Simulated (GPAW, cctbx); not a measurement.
## By hand: from a DFT structure factor to an extinction distance in RbZnBr3

RbZnBr3, Fmmm (no. 69), a = 10.8081 Å, b = 10.8190 Å, c = 10.8705 Å, α = 90.00°, β = 90.00°, γ = 90.00°.

```
atom  mult.       x       y       z
 Rb1      8     3/4     1/4     1/4
 Br1      8     1/2       0  0.2540
 Br2      8     1/2  0.2738       0
 Br3      8  0.7229       0       0
 Zn1      4       0       0       0
 Zn2      4     1/2       0       0
```

The cell comes from substitution in a known structure type and wasn't matched to any measured phase.

A DFT run (GPAW, PBE, 450 eV, 4×4×4 k-points, Fermi–Dirac width 0.05 eV) gives the static X-ray structure factor of 022 as 235.372 e for the conventional cell; superposed free atoms give 238.416 e. **Problem.** Find the Fourier component V of the crystal potential and the two-beam extinction distance at 80 kV in both cases.

**1. Geometry**

The cell volume is Ω = 1271.11 Å³ and d(022) = 3.8342 Å, so g = 1/d = 0.2608 Å⁻¹.

**2. The nuclei**

Electrons feel nuclei as well as electrons, so the nuclear charges are summed with the same phases.

Phase sums Σ exp(2πi h·x), turned so that the total is real and positive: Rb +8.000, Br -7.636, Zn +8.000. Then F_Z = 37 × (+8.000) + 35 × (-7.636) + 30 × (+8.000) = 268.75 e. The electron term has the same sign for this reflection.

**3. Mott–Bethe**

Poisson's equation, term by term, gives V = (e/4πε₀)(F_Z − F)/(πΩg²), with e/4πε₀ = 14.3996 V Å.

The prefactor is 14.3996 × 3.8342²/(π × 1271.11) = 0.05301 V per electron. Free atoms: (268.75 − 238.416) × 0.05301 = 1.608 V. Crystal: (268.75 − 235.372) × 0.05301 = 1.769 V. F changes by -1.28 % and V by +10.0 %: the same 3.04 e is measured against F_Z − F = 30.3 e in place of F = 238.4 e.

**4. Extinction distance**

In the two-beam case ξ = 1/(λU) with U = 2γm₀eV/h², that is ξ = 150.41 V Å²/(γλV).

At 80 kV, λ = 0.04176 Å and γ = 1.1566. Free atoms: ξ = 1937 Å. Crystal: ξ = 1760 Å. The thickness fringes go as sin²(πt/ξ), so the two patterns slip by a quarter of a period when t|1/ξ₁ − 1/ξ₀| = 1/4, at t ≈ 483 nm. Thermal motion, absorption and many-beam coupling, left out here, change a real pattern.

**5. Answer**

V(022) is 1.77 V against 1.61 V, and ξ is 1760 against 1937 Å. Limits: static atoms, two beams.

[Outputs are excerpts: Python notices, other lines and further rows are left out; steps that failed or that the build refused (PBEsol, TPSS) are not shown.]

[Logs are printed without paths, hosts, clocks, repeated set-up lines and the standing remarks that a program may print on its own settings, such as how far it seeks lower states.]
